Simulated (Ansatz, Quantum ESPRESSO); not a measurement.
# ZrPbSe3 (Pm-3m): zone-centre phonons, part 3 of 3

Which modes does ZrPbSe3 (Pm-3m) have at the zone centre?

Quantum ESPRESSO 8.0 development, patched; DFT LDA, scalar-relativistic, plane waves, PseudoDojo norm-conserving pseudopotentials.

So far, lowest optical zone-centre mode (cm⁻¹): step 6 (modes with the sum rule) -96.0; step 8 (ASR crystal) -96.0.

The structure was built from a prototype and need not be the compound's stable phase.

### 9. A second program

The same cell goes through another code at the same cutoff. The files are of one family, but Ansatz's library holds files of its own making for some heavy elements, so those for Pb may differ. Its k mesh is centred on Γ.

This step: DFT LDA, scalar-relativistic, plane waves, norm-conserving pseudopotentials of its library (PseudoDojo's, some remade) (Ansatz 0.2.0).

File input.yaml:

```yaml
crystal:
  lattice:
    - [5.117482432, 0.0, 0.0]
    - [0.0, 5.117482432, 0.0]
    - [0.0, 0.0, 5.117482432]
  atoms:
    - { symbol: Pb, position: [0.0, 0.0, 0.0] }
    - { symbol: Zr, position: [0.5, 0.5, 0.5] }
    - { symbol: Se, position: [0.5, 0.5, 0.0] }
    - { symbol: Se, position: [0.5, 0.0, 0.5] }
    - { symbol: Se, position: [0.0, 0.5, 0.5] }
kpoints:
  mp_grid: { grid: [6, 6, 6] }
hamiltonian:
  xc: lda
  pseudopotentials: { kind: nc, accuracy: standard }
scf:
  occupations: { method: gaussian, width: 0.02721 }
output:
  eigenvalues: true
basis:
  ecutwfc: 1170.09
phonons:
  method: dfpt
```

On the command line:

```console
> ansatz run input.yaml --threads 4 --pin off --max-ram 16384MiB --backend cpu --events-out ev --progress --plain --runs-dir out
```

The log of the run:

```text
zone centre: on kpoints.mp_grid the ground state, and the responses unless they are solved on pairs of k-points, stand on 64 of the mesh's 216 k-points, reduced under 8 symmetry operations, with k and −k counted as one. Each operation leaves every solved displacement unchanged or reverses it
Engine: ansatz 0.2.0, aarch64-unknown-linux-gnu
Pseudopotentials: kind: nc
Pseudopotential: Pb, nc, valence charge 14, recommended cutoff 761.918815 eV (normal), Pb.nc.azcp (PseudoDojo's, or run here from an input of PseudoDojo's; its table is named by hamiltonian.pseudopotentials.accuracy)
Pseudopotential: Zr, nc, valence charge 12, recommended cutoff 952.398519 eV (normal), Zr.nc.azcp (PseudoDojo's, or run here from an input of PseudoDojo's; its table is named by hamiltonian.pseudopotentials.accuracy)
Pseudopotential: Se, nc, valence charge 16, recommended cutoff 1170.089609 eV (normal), Se.nc.azcp (PseudoDojo's, or run here from an input of PseudoDojo's; its table is named by hamiltonian.pseudopotentials.accuracy)
Functional definition: SPW92
  exchange = slater_x
  correlation = pw_c
Crystal: 5 atoms, lattice volume = 134.020 Å³
Basis set: ecut = 1170.09 eV, 12149 PW (Γ), exchange–correlation on 120×120×120 points (8 copies of the dense FFT grid, shifted against one another)
Bands: 45, of which v1, the nominal top of the filled ones, is band 37 counted from 1 (36 counted from 0)
Symmetry: 48 space group operations
k-points: 64 of 216 (irreducible under 8 space group operations)
Non-local potential: Pb, projectors of the file, l = 0: 2, l = 1: 2, l = 2: 2
Non-local potential: Zr, projectors of the file, l = 0: 2, l = 1: 2, l = 2: 2
Non-local potential: Se, projectors of the file, l = 0: 2, l = 1: 2, l = 2: 2
Initial density: superposition of atomic densities (chi_scale 0.1, normalization cell, long waves kept (reshape's long-wave potential 0.00 eV rms))
Initial wavefunctions: pseudopotential atomic-orbital guess
Functional: x = slater, c = lda
SCF iter   1: F=—  HF=-13191.687563 eV  |F-HF|=—  |Δ(HF+E_count)|=         —  Δρ=7.67e-2  dr2=2.65e1  ethr=3.10e-3  ⟨swp⟩=8.9  Hψ=12427  notcnv=0
preconditioner: auto → Kerker (q_TF=auto, 2.471 Å⁻¹)  [metal: Δε(μ)=0.018 eV  Ē_g=10.294 eV  σ=0.027 eV  W_gap=0.37  n_scr=32 (ndim 8)  ℏωp=19.2 eV  f_vac=0.002  D(μ)=12.78/eV (n_scr^D=170)]
SCF iter   2: F=—  HF=-13188.221002 eV  |F-HF|=—  |Δ(HF+E_count)|=    3.47e0  Δρ=2.76e-2  dr2=3.52e0  ethr=3.10e-3  ⟨swp⟩=4.2  Hψ=6163  notcnv=0  defer=107
preconditioner: auto → Resta (q_TF=auto, 2.471 Å⁻¹)  ε∞=4.1  [insulator: Δε(μ)=0.137 eV  Ē_g=11.000 eV  σ=0.027 eV  W_gap=1.00  n_scr=32 (ndim 8)  ℏωp=19.2 eV  f_vac=0.000  D(μ)=0.00/eV (n_scr^D=0)  ε∞_Penn≈4.1]
SCF iter   3: F=—  HF=-13187.204712 eV  |F-HF|=—  |Δ(HF+E_count)|=    1.02e0  Δρ=1.36e-2  dr2=9.24e-1  ethr=3.10e-3  ⟨swp⟩=3.1  Hψ=4302  notcnv=0  defer=81
SCF iter   4: F=—  HF=-13186.921329 eV  |F-HF|=—  |Δ(HF+E_count)|=   2.83e-1  Δρ=3.25e-3  dr2=4.03e-2  ethr=1.25e-3  ⟨swp⟩=3.3  Hψ=4780  notcnv=0  defer=75
SCF iter   5: F=—  HF=-13186.915265 eV  |F-HF|=—  |Δ(HF+E_count)|=   6.06e-3  Δρ=1.20e-3  dr2=7.03e-3  ethr=5.45e-5  ⟨swp⟩=3.0  Hψ=4766  notcnv=0  defer=76
SCF iter   6: F=—  HF=-13186.913747 eV  |F-HF|=—  |Δ(HF+E_count)|=   1.52e-3  Δρ=4.10e-4  dr2=7.18e-4  ethr=9.51e-6  ⟨swp⟩=1.9  Hψ=3067  notcnv=0  defer=76
SCF iter   7: F=—  HF=-13186.913612 eV  |F-HF|=—  |Δ(HF+E_count)|=   1.34e-4  Δρ=1.23e-4  dr2=7.86e-5  ethr=9.70e-7  ⟨swp⟩=1.7  Hψ=2925  notcnv=0  defer=76
SCF iter   8: F=—  HF=-13186.913654 eV  |F-HF|=—  |Δ(HF+E_count)|=   4.14e-5  Δρ=2.13e-5  dr2=8.06e-7  ethr=1.06e-7  ⟨swp⟩=2.0  Hψ=3623  notcnv=0  defer=76
SCF iter   9: F=—  HF=-13186.913386 eV  |F-HF|=—  |Δ(HF+E_count)|=   2.67e-4  Δρ=5.44e-6  dr2=4.61e-8  ethr=1.09e-9  ⟨swp⟩=2.3  Hψ=4187  notcnv=0  defer=76
SCF iter  10: F=—  HF=-13186.913386 eV  |F-HF|=—  |Δ(HF+E_count)|=   1.84e-9  Δρ=2.84e-6  dr2=3.55e-8  ethr=6.23e-11  ⟨swp⟩=2.2  Hψ=4188  notcnv=0  defer=76
SCF iter  11: F=—  HF=-13186.913386 eV  |F-HF|=—  |Δ(HF+E_count)|=   3.51e-9  Δρ=1.15e-6  dr2=5.06e-9  ethr=4.80e-11  ⟨swp⟩=1.1  Hψ=2811  notcnv=0  defer=76
SCF iter  12: F=—  HF=-13186.913386 eV  |F-HF|=—  |Δ(HF+E_count)|=  6.88e-10  Δρ=2.59e-7  dr2=1.47e-10  ethr=6.84e-12  ⟨swp⟩=1.7  Hψ=2910  notcnv=0  defer=76
SCF iter  13: F=-13186.913386 eV  HF=-13186.913386 eV  |F-HF|=0.00e0  |Δ(HF+E_count)|=    0.00e0  Δρ=4.75e-8  dr2=1.82e-12  ethr=1.00e-12  ⟨swp⟩=16.6  Hψ=19834  notcnv=0
SCF 1 converged in 13 iterations: F = -13186.913386 eV  dr2 = 1.82e-12
DFPT response loops at Γ: preconditioner auto → Kerker (q_TF=auto, 2.471 Å⁻¹) (partly filled bands, converged f_vac=0.016); β = 1.00, the filter's whole step (`scf.mixing.beta` (0.50) is not read by the response loops under this deck's `scf.mixing.preconditioner`; to damp them name `kerker` or `kerker_dos`, under which they read `scf.mixing.beta`, and type it under 1.00, their step now; both keys bind the ground state too); Broyden in place of MSR1
SCF converged after 13 iterations
Free energy (F): -13186.913386 eV
Harris-Foulkes:  -13186.913386 eV  (|F-HF|=0.00e0)
Internal energy: -13186.911366 eV  (E = F + TS)
E sigma→0 (E₀):  -13186.912376 eV
Entropy (-TS):   -0.002021 eV (-0.404 meV/atom)
Fermi energy:    9.477842 eV
--- Per-component energies (eV) ---
  E_band       = -1307.788668
  E_kinetic    = 7721.721703
  E_local      = -10158.073636  (includes V_loc(G=0)·N_el)
  E_nonlocal   = -4398.342440
  E_hartree    = 3722.438159
  E_xc         = -2756.835548
  E_vxc        = -1917.970504  (∫ρ·V_xc dr)
  E_ewald      = -7317.819604
  E_smearing   = -0.002021  (= −TS)
  E_closure    = 0.000000  (closes the sum)
  Σ components = -13186.913386   (vs F -13186.913386, Δ=0.00e0)
--- Band table (eV; the first three rows and the last of 64) ---
  k-point 0: bands = [... 33 lower, 8.0721, 8.5808, 8.5808, 8.5808, 9.4700, 9.4700, 9.4700, 11.7733, ... 4 higher]
  k-point 1: bands = [... 33 lower, 7.8950, 7.9341, 8.4952, 8.4952, 9.4845, 10.2162, 10.2162, 11.2416, ... 4 higher]
  k-point 2: bands = [... 33 lower, 7.5359, 7.6896, 8.5963, 8.5963, 9.5141, 10.0908, 10.9265, 10.9265, ... 4 higher]
  k-point 63: bands = [... 33 lower, 5.3678, 9.4764, 9.4764, 9.4764, 10.8996, 10.8996, 10.8996, 13.6954, ... 4 higher]
--- Phonons (Γ-DFPT): 4 representative perturbations + reference, on 64 of 216 k-points (Σ response iterations 12) ---
  k mesh reduced under 8 symmetry operations, with k and −k counted as one. Each operation leaves every solved displacement unchanged or reverses it
  ASR residual: 2.423e-4 → 0.000e0 eV/Å²; symmetrization residual: 1.006e-4 eV/Å²
  ASR residual per site (eV/Å²): 2.42e-4 1.73e-4 1.28e-4 1.28e-4 1.28e-4
  Γ frequencies (cm⁻¹): -96.15 -96.15 -96.15 -88.45 -88.45 -88.45 -61.31 -61.31 -61.31 0.00 0.00 0.00 252.78 252.78 252.78
  non-analytic LO–TO correction: not included (Born effective charges unavailable; polar crystals: no LO–TO splitting at Γ)
```

Run time: 3.2 min. Hardware: 4 threads of Arm Neoverse V1, shared host; peak memory 4.2 GiB.

This step gave:

* sum-rule residual before enforcement: 2.42e-4 eV/Å²
* lowest optical zone-centre mode: -96.15 cm⁻¹

### 10. Side by side: QE PseudoDojo and Ansatz, library NC

Numbers from this step:

| Quantity | Value |
| --- | --- |
| root-mean-square difference | 0.08 cm⁻¹ |
| largest difference | 0.1 cm⁻¹ |

The 12 of 12 modes that differ most. Frequencies side by side:

```tsv
q (reciprocal lattice)	mode	QE PseudoDojo (cm⁻¹)	Ansatz, library NC (cm⁻¹)
0 0 0	1	-96.05	-96.15
0 0 0	2	-96.05	-96.15
0 0 0	3	-96.05	-96.15
0 0 0	4	-88.36	-88.45
0 0 0	5	-88.36	-88.45
0 0 0	6	-88.36	-88.45
0 0 0	7	-61.25	-61.31
0 0 0	8	-61.25	-61.31
0 0 0	9	-61.25	-61.31
0 0 0	13	252.8	252.8
0 0 0	14	252.8	252.8
0 0 0	15	252.8	252.8
```

At the zone centre the largest difference (acoustic modes at Γ apart) is 0.04 % of the highest mode.

### 11. Summary of results

```json
{
  "space group after relaxation": "Pm-3m",
  "volume per atom": "26.8 Å³",
  "highest optical zone-centre mode (no LO-TO term)": "252.8 cm⁻¹",
  "lowest optical zone-centre mode": "-96.0 cm⁻¹",
  "imaginary optical modes at the zone centre (no q mesh in this session)": "yes",
  "largest difference from Ansatz, library NC": "0.1 cm⁻¹"
}
```

At the LDA level the optical modes of ZrPbSe3 (Pm-3m) at the zone centre run from 96i to 253 cm⁻¹, so the structure is a saddle point, with 9 modes beyond 10i cm⁻¹ there. Of the 12 optical modes, 9 are infrared active alone and 3 are silent. QE PseudoDojo and Ansatz, library NC agree to 0.10 cm⁻¹ (0.04 % of the highest mode compared) on all solved modes but the acoustic ones at Γ, without the LO-TO term. These are harmonic frequencies at zero temperature: anharmonic shifts and linewidths and thermal expansion are left out. Spin-orbit coupling is left out, which can matter for the heavy elements here. In a metal the frequencies hang on the k mesh and the smearing, most of all near Kohn anomalies. The build is a development version in which the Raman tensors of release 7.5 are mended; dynmat.x leaves out the electro-optic term of LO lines. The gap is closed at this level, which can be the usual underestimate of semilocal functionals and leaves polar modes without their LO-TO splitting; the narrow smearing kept for a small-gap crystal asks for a denser k mesh than was used. The structure is a hypothetical one, built on a prototype.

[Host names and launcher messages were left out of these logs when they were recorded.]

[Logs are printed without paths, hosts, clocks, repeated set-up lines and the standing remarks that a program may print on its own settings, such as how far it seeks lower states.]

[Hosts, paths, dates, database ids (printed as entryN), source tags and the programs' standing remarks are cut or masked in the printed files.]
